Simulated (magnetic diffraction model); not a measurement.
# Moment size from magnetic intensity in NaMn

Space group Pm-3m (no. 221), a = 3.4560 Å.

```csv
site,atom,x,y,z
1b,Mn,1/2,1/2,1/2
1a,Na,0,0,0
```

The compound is invented for this exercise: a known structure type with other elements, its cell scaled to their sizes and not relaxed.

Only Mn is taken to order (form factors of Mn2+); orders and moment sizes are assumed, and not adapted to the symmetry. Radiation: neutrons of λ = 1.909 Å, 3° to 90°; isotropic B of 0.58 Å² (Mn) and 0.84 Å² (Na). Simulated constant-wavelength pattern: nuclear and magnetic terms add, the magnetic one as |2.695 fm × Σ f S⊥ exp(2πi Q·r) exp(−B s²)|², summed over all Q at one angle with the factor 1/(sin²θ cos θ). For collinear order S is the moment m, which repeats by lattice and centring translations R with the sign exp(−2πi k·R). Free-ion form factors, Sears's scattering lengths of 1992, no absorption; a label names one of the reflections at its angle. The strongest nuclear line in the range is 100, and lines under 0.2 are left out.

In a first state the assumed order is k = (0 1/2 0), collinear moments along [110], 2.92 μB on Mn, with this pattern:

```tsv
2θ (°)	index	nuclear	magnetic
15.88	(0 1/2 0)	0.0	67.4
32.06	(1 0 0)	100.0	0.0
35.97	(1 1/2 0)	0.0	49.3
48.95	(1 1/2 1)	0.0	22.3
57.16	(1 1 1)	45.8	0.0
59.72	(1 3/2 0)	0.0	7.3
69.41	(2 1/2 0)	0.0	9.2
76.28	(2 1 0)	86.8	0.0
78.52	(2 1/2 1)	0.0	5.9
87.33	(2 3/2 0)	0.0	2.0
```

**Question.** Nearer the ordering temperature the line at 15.88° has total intensity 48.6 on the same scale, and all moments have shrunk alike. How large is the Mn moment?

The nuclear part, 0.0, stays, so the magnetic part is 48.6 against 67.4. It goes as m², so m = 2.92 × √(48.6/67.4) = 2.48 μB; the value used was 2.48 μB.

[Logs are printed without paths, hosts, clocks, repeated set-up lines and the standing remarks that a program may print on its own settings, such as how far it seeks lower states.]
